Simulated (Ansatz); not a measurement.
The compound is OsBr2 (1T sheet).

The cell holds 3 atoms: 1 Os and 2 Br. Its edges and angles: a = 3.752 Å, b = 3.752 Å, c = 30.253 Å, α = 90.0°, β = 90.0°, γ = 120.0°. Vacuum lies along c.

```xyz
3
Lattice="0.0000 2.6529 2.6529 2.6529 -2.6529 0.0000 17.4666 17.4666 -17.4666" Properties=species:S:1:pos:R:3
Os    5.5502    5.5502   -5.5502
Br    8.0292    5.3762   -5.3762
Br    5.7242    5.7242   -3.0713
```

The structure was relaxed with LDA. The structure was generated from a model, not taken from a measurement. The runs that relaxed it are not among those shown. The program's search for lower electronic states was switched off, so nothing shows that the state found is the lowest. Spin-orbit coupling is left out unless a run names it. PAW set soft_2, made with PBE.

A constrained-RPA run (Ansatz 0.2.0; non-magnetic LDA; Os eg, bands c1 to c2, 6×6×1 mesh, medium accuracy) builds 2 functions on bands 1.3 eV wide, with 0.0 electrons in the window. The bare on-site interaction is 8.4 eV and the bare J 0.38 eV.

**Question.** What U and J survive the screening?

On the Os eg shell, U = 2.12 eV (25 % of the bare value), U′ = 1.68 eV, J = 0.22 eV.

The parent state is non-magnetic and the interaction static (zero frequency); U depends on the window and the orbitals, so it belongs to this model alone. Spin-orbit coupling, which is strong for atoms this heavy, is left out.

[Paths, hosts, dates, memory and timing lines, banners, echoed tables and standing remarks are left out of the program output.]

[Logs are printed without paths, hosts, clocks, repeated set-up lines and the standing remarks that a program may print on its own settings, such as how far it seeks lower states.]

[Runs of the session that timed out or met a known fault of the program may be left out.]

[Hosts, paths, dates, database ids (printed as entryN), source tags and the programs' standing remarks are cut or masked in the printed files.]
